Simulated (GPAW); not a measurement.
# Settings that the conductance of a Si chain with one atom pushed 0.7 Å aside at constant bond length needs, part 3 of 3

How do the numerical settings move the conductance of a Si chain with one atom pushed 0.7 Å aside at constant bond length?

GPAW 26.7.0; GPAW LCAO, PAW setups; Landauer transmission from Green's functions with principal layers (ASE), zero bias.

So far, transmission at the Fermi level (one spin): step 2 (the reference run) 2.77; step 13 (varying the density threshold: conv = 0.1) 2.76; step 14 (density threshold: conv = 0.01) 2.76; step 15 (varying the density threshold: conv = 0.001) 2.77; step 16 (varying the density threshold: conv = 1e-06) 2.77.

**18. Varying the broadening: eta = 1e-06**

The broadening keeps the Green's functions finite; too large a value absorbs electrons where channels are open and leaks them where none are.

This step: GPAW LCAO, PAW setups; Landauer transmission from Green's functions with principal layers (ASE), zero bias (GPAW 26.7.0).

run.py

```python
import json
import numpy as np
from ase import Atoms
from ase.transport.calculators import TransportCalculator
from gpaw import GPAW, FermiDirac
from gpaw.lcao.tools import get_lcao_hamiltonian
from scipy.linalg import eigh

# The junction with lead layers at both ends, along the third cell vector
device = Atoms(
    ['Si', 'Si', 'Si', 'Si', 'Si', 'Si', 'Si', 'Si', 'Si', 'Si', 'Si'],
    positions=[
        [4.50000, 4.50000, 1.10000],
        [4.50000, 4.50000, 3.30000],
        [4.50000, 4.50000, 5.50000],
        [4.50000, 4.50000, 7.70000],
        [4.50000, 4.50000, 9.90000],
        [5.20000, 4.50000, 11.98567],
        [4.50000, 4.50000, 14.07133],
        [4.50000, 4.50000, 16.27133],
        [4.50000, 4.50000, 18.47133],
        [4.50000, 4.50000, 20.67133],
        [4.50000, 4.50000, 22.87133]],
    cell=[[9.0, 0.0, 0.0], [0.0, 9.0, 0.0], [0.0, 0.0, 23.97133]],
    pbc=True)

# One principal layer of the lead: the first 3 atoms of the device
lead = Atoms(
    ['Si', 'Si', 'Si'],
    positions=[
        [4.50000, 4.50000, 1.10000],
        [4.50000, 4.50000, 3.30000],
        [4.50000, 4.50000, 5.50000]],
    cell=[[9.0, 0.0, 0.0], [0.0, 9.0, 0.0], [0.0, 0.0, 6.6]],
    pbc=True)

settings = dict(mode='lcao', basis='dzp', xc='PBE', h=0.2,
                occupations=FermiDirac(0.1), maxiter=250,
                mixer=dict(beta=0.1, nmaxold=8, weight=100.0),
                convergence=dict(density=0.0001))
energies = np.arange(-2, 2 + 1e-9, 0.05)
eta = 1e-06
n1, n2 = 1, 1
# k and -k transmit alike, so half of the mesh across the current serves
mesh = [(i, j) for i in range(n1) for j in range(n2) if (i, j) <= (-i % n1, -j % n2)]
weights = np.array([1 if (i, j) == (-i % n1, -j % n2) else 2 for i, j in mesh]) / (n1 * n2)

# [... helper functions left out ...]
fermi_lead = ground_state(lead, (1, 1, 17), 'lead.txt')
fermi_device = ground_state(device, (1, 1, 3), 'device.txt')
# [... loop over the mesh left out, but for ...]
        # Shift the lead onto the potential of the device's first layer
        shift = ((H[:, 0, 0] - H0[:, 0, 0]) / S0[0, 0]).real.mean()
# [...]
kT = 8.617333e-5 * 77
bias = [0.1, 0.2, 0.5, 1.0, 1.5, 2.0]
# [... integrals and printing left out ...]
```

Command:

```sh
$ OMP_NUM_THREADS=1 OPENBLAS_NUM_THREADS=1 python run.py
```

The program printed:

```text
basis functions: device 143, principal layer 39
Fermi level: lead -3.9218 eV, device -3.8885 eV; lead shifted by 0.0272 eV
largest coupling past the next layer 5.06e-05 eV, largest misfit of the first layer 0.042 eV
  E-E_F (eV)   T (one spin)  [channel counts left out]
    -2.000    3.0857e-15
    -1.950    3.6456e-15
    -1.900    4.5654e-15
    -1.850    6.2016e-15
    -1.800    9.5132e-15
    -1.750    1.7891e-14
    -1.700    5.1507e-14
    -1.650    7.9353e-13
    -1.600    2.1001e-13
    -1.550    4.0008e-14
    -1.500    2.5686e-14
    -1.450    4.6382e-14
    -1.400    7.9323e-13
    -1.350    1.0296e-10
    -1.300    7.5409e-01
    -1.250    1.3026e+00
[...]
1.650    2.9339e+00
     1.700    2.9333e+00
     1.750    2.9325e+00
     1.800    2.9313e+00
     1.850    2.9300e+00
     1.900    2.9282e+00
     1.950    2.9261e+00
     2.000    2.9237e+00
conductance at 77 K: 2.7711 G0 a cell; thermopower -0.1766 uV/K
current from the zero-bias T(E) at 0.1 V: 21.468 uA
current from the zero-bias T(E) at 0.2 V: 42.927 uA
current from the zero-bias T(E) at 0.5 V: 107.14 uA
current from the zero-bias T(E) at 1.0 V: 212.88 uA
current from the zero-bias T(E) at 1.5 V: 314.95 uA
current from the zero-bias T(E) at 2.0 V: 407.12 uA
```

Run time: 45 s. Hardware: 1 thread of AMD EPYC 7R43, shared host; peak memory 0.8 GiB.

Numbers from this step:

```yaml
conductance: 2.771 G₀
largest_misfit_of_the_first_principal_layer: 0.04225 eV
shift_that_aligns_the_lead: 0.02720 eV
transmission_at_the_fermi_level_one_spin: 2.771
```

One spin. Transmission, zone mean against energy, zero at the Fermi level:

energy (eV), transmission, zone mean and a bar:
```
   -2.000       0.00 
   -1.800       0.00 
   -1.600       0.00 
   -1.400       0.00 
   -1.200       1.43 ###############
   -1.000       1.51 ###############
   -0.800       2.12 ######################
   -0.600       2.43 #########################
   -0.400       2.60 ###########################
   -0.200       2.71 ############################
    0.000       2.77 ############################
    0.200       2.82 #############################
    0.400       2.85 #############################
    0.600       2.88 #############################
    0.800       2.90 ##############################
    1.000       2.91 ##############################
    1.200       2.93 ##############################
    1.400       2.93 ##############################
    1.600       2.93 ##############################
    1.800       2.93 ##############################
    2.000       2.92 ##############################
```

Not self-consistent under bias; the bias window is split evenly. The current through one cell, from the zero-bias transmission by bias:

| bias (V) | current through one cell, from the zero-bias transmission (μA) |
| --- | --- |
| 0.100 | 21.5 |
| 0.200 | 42.9 |
| 0.500 | 107 |
| 1.000 | 213 |
| 1.500 | 315 |
| 2.000 | 407 |

The conductance equals that of the base run to 0.2 %.

**19. Varying the broadening: eta = 0.001**

run.py, as its differences from that of step 18:

```diff
@@ -41,3 +41,3 @@
 energies = np.arange(-2, 2 + 1e-9, 0.05)
-eta = 1e-06
+eta = 0.001
 n1, n2 = 1, 1
```

The program printed:

```text
basis functions: device 143, principal layer 39
Fermi level: lead -3.9218 eV, device -3.8885 eV; lead shifted by 0.0272 eV
largest coupling past the next layer 5.06e-05 eV, largest misfit of the first layer 0.042 eV
  E-E_F (eV)   T (one spin)  [channel counts left out]
    -2.000    3.0857e-09
    -1.950    3.6456e-09
    -1.900    4.5653e-09
    -1.850    6.2015e-09
    -1.800    9.5129e-09
    -1.750    1.7890e-08
    -1.700    5.1496e-08
    -1.650    7.9073e-07
    -1.600    2.0982e-07
    -1.550    4.0002e-08
    -1.500    2.5684e-08
    -1.450    4.6377e-08
    -1.400    7.9255e-07
    -1.350    1.0245e-04
    -1.300    6.9734e-01
    -1.250    1.2486e+00
[...]
1.650    2.9142e+00
     1.700    2.9138e+00
     1.750    2.9131e+00
     1.800    2.9120e+00
     1.850    2.9108e+00
     1.900    2.9091e+00
     1.950    2.9071e+00
     2.000    2.9048e+00
conductance at 77 K: 2.745 G0 a cell; thermopower -0.1831 uV/K
current from the zero-bias T(E) at 0.1 V: 21.267 uA
current from the zero-bias T(E) at 0.2 V: 42.523 uA
current from the zero-bias T(E) at 0.5 V: 106.13 uA
current from the zero-bias T(E) at 1.0 V: 210.84 uA
current from the zero-bias T(E) at 1.5 V: 311.87 uA
current from the zero-bias T(E) at 2.0 V: 403.01 uA
```

Elapsed: 43 s, on 1 thread; peak memory 0.8 GiB.

This step gave:

```
conductance                                : 2.745 G₀
transmission at the Fermi level (one spin) : 2.745
```

One spin. Transmission, zone mean against energy, zero at the Fermi level:

| energy (eV) | transmission, zone mean |
| --- | --- |
| -2.00 | 3.1e-9 |
| -1.85 | 6.2e-9 |
| -1.70 | 5.1e-8 |
| -1.60 | 2.1e-7 |
| -1.45 | 4.6e-8 |
| -1.30 | 0.697 |
| -1.15 | 1.44 |
| -1.05 | 1.48 |
| -0.90 | 1.78 |
| -0.75 | 2.19 |
| -0.60 | 2.40 |
| -0.50 | 2.50 |
| -0.35 | 2.61 |
| -0.20 | 2.68 |
| -0.05 | 2.73 |
| 0.00 | 2.75 |
| 0.05 | 2.76 |
| 0.20 | 2.79 |
| 0.35 | 2.82 |
| 0.50 | 2.84 |
| 0.60 | 2.85 |
| 0.75 | 2.87 |
| 0.90 | 2.88 |
| 1.05 | 2.90 |
| 1.15 | 2.90 |
| 1.30 | 2.91 |
| 1.45 | 2.91 |
| 1.60 | 2.91 |
| 1.70 | 2.91 |
| 1.85 | 2.91 |
| 2.00 | 2.90 |

Not self-consistent under bias; the bias window is split evenly. Current through one cell, from the zero-bias transmission against bias:

| bias (V) | current through one cell, from the zero-bias transmission (μA) |
| --- | --- |
| 0.100 | 21.3 |
| 0.200 | 42.5 |
| 0.500 | 106 |
| 1.000 | 211 |
| 1.500 | 312 |
| 2.000 | 403 |

The conductance, 2.75 G₀, lies 0.8 % below that of the base run.

**20. Varying the broadening: eta = 0.01**

run.py, as its differences from that of step 19:

```diff
@@ -41,3 +41,3 @@
 energies = np.arange(-2, 2 + 1e-9, 0.05)
-eta = 0.001
+eta = 0.01
 n1, n2 = 1, 1
```

The program printed:

```text
basis functions: device 143, principal layer 39
Fermi level: lead -3.9218 eV, device -3.8885 eV; lead shifted by 0.0272 eV
largest coupling past the next layer 5.06e-05 eV, largest misfit of the first layer 0.042 eV
  E-E_F (eV)   T (one spin)  [channel counts left out]
    -2.000    3.0839e-07
    -1.950    3.6426e-07
    -1.900    4.5600e-07
[...]
1.950    2.7416e+00
     2.000    2.7402e+00
conductance at 77 K: 2.5214 G0 a cell; thermopower -0.2408 uV/K
current from the zero-bias T(E) at 0.1 V: 19.534 uA
current from the zero-bias T(E) at 0.2 V: 39.058 uA
current from the zero-bias T(E) at 0.5 V: 97.451 uA
current from the zero-bias T(E) at 1.0 V: 193.38 uA
current from the zero-bias T(E) at 1.5 V: 285.47 uA
current from the zero-bias T(E) at 2.0 V: 367.98 uA
```

Wall time 43 s (1 thread); peak memory 0.8 GiB.

The conductance, 2.52 G₀, lies 8.9 % below that of the base run.

**21. Varying the broadening: eta = 0.05**

run.py, as its differences from that of step 20:

```diff
@@ -41,3 +41,3 @@
 energies = np.arange(-2, 2 + 1e-9, 0.05)
-eta = 0.01
+eta = 0.05
 n1, n2 = 1, 1
```

The program printed:

```text
basis functions: device 143, principal layer 39
Fermi level: lead -3.9218 eV, device -3.8885 eV; lead shifted by 0.0272 eV
largest coupling past the next layer 5.06e-05 eV, largest misfit of the first layer 0.042 eV
  E-E_F (eV)   T (one spin)  [channel counts left out]
    -2.000    7.5980e-06
    -1.950    8.9306e-06
    -1.900    1.1087e-05
[...]
1.950    2.1146e+00
     2.000    2.1163e+00
conductance at 77 K: 1.7326 G0 a cell; thermopower -0.4946 uV/K
current from the zero-bias T(E) at 0.1 V: 13.422 uA
current from the zero-bias T(E) at 0.2 V: 26.832 uA
current from the zero-bias T(E) at 0.5 V: 66.871 uA
current from the zero-bias T(E) at 1.0 V: 132.15 uA
current from the zero-bias T(E) at 1.5 V: 193.72 uA
current from the zero-bias T(E) at 2.0 V: 247.93 uA
```

Run time: 44 s. Hardware: 1 thread; peak memory 0.8 GiB.

The conductance, 1.73 G₀, lies 37 % below that of the base run.

**22. Convergence in the broadening**

The runs and the base run on one axis.

This step: convergence of the conductance (GPAW 26.7.0).

The conductance by log10 of the broadening in eV:

| log10 of the broadening in eV | conductance (G₀) |
| --- | --- |
| -6.00 | 2.77 |
| -4.00 | 2.77 |
| -3.00 | 2.75 |
| -2.00 | 2.52 |
| -1.30 | 1.73 |

**23. Results**

| Property | Result |
| --- | --- |
| conductance at the base settings | 2.77 G₀ |
| range over the k-points along the lead (2 to 30) | 2.77 to 2.77 G₀ |
| range over the smearing (0.01 to 0.4 eV) | 2.76 to 2.78 G₀ |
| range over the density threshold (1.0e-6 to 0.1) | 2.76 to 2.77 G₀ |
| range over the broadening (1.0e-6 to 0.05 eV) | 1.73 to 2.77 G₀ |

What this shows: At the base settings the conductance, averaged at 77 K, is 2.77 G₀. In the k-points along the lead, no value tried moves the conductance by 3 %. The smearing of the SCF moves the conductance between 2.76 and 2.78 G₀; a narrow width also needs more k-points. In the density threshold, no value tried moves the conductance by 3 %. In the broadening, 0.001 eV already gives the conductance within 3 % of the finest value tried; currents at finite bias may need more. The thresholds 0.01 and 0.1 ended after the same number of SCF steps: the energy test stopped those runs, so they are one result, not a plateau. T is read at the junction's Fermi level after the lead is aligned to it, so the test of the lead's mesh is blind to a shift of the lead's own level, and the junction's own mesh wasn't varied. Over the ranges tried, the broadening moves it most, counted as a ratio. The geometry was built from estimated bond lengths and not relaxed, so the numbers describe this model structure. An evenly spaced straight chain is an idealisation: free chains tend to dimerise, zigzag or, where a band edge lies near the Fermi level, turn magnetic. The currents use the zero-bias T(E) throughout, which holds only while the bias is small against the distance to the nearest feature.

[Logs are printed without paths, hosts, clocks, repeated set-up lines and the standing remarks that a program may print on its own settings, such as how far it seeks lower states.]

[Hosts, paths, dates, database ids (printed as entryN), source tags and the programs' standing remarks are cut or masked in the printed files.]
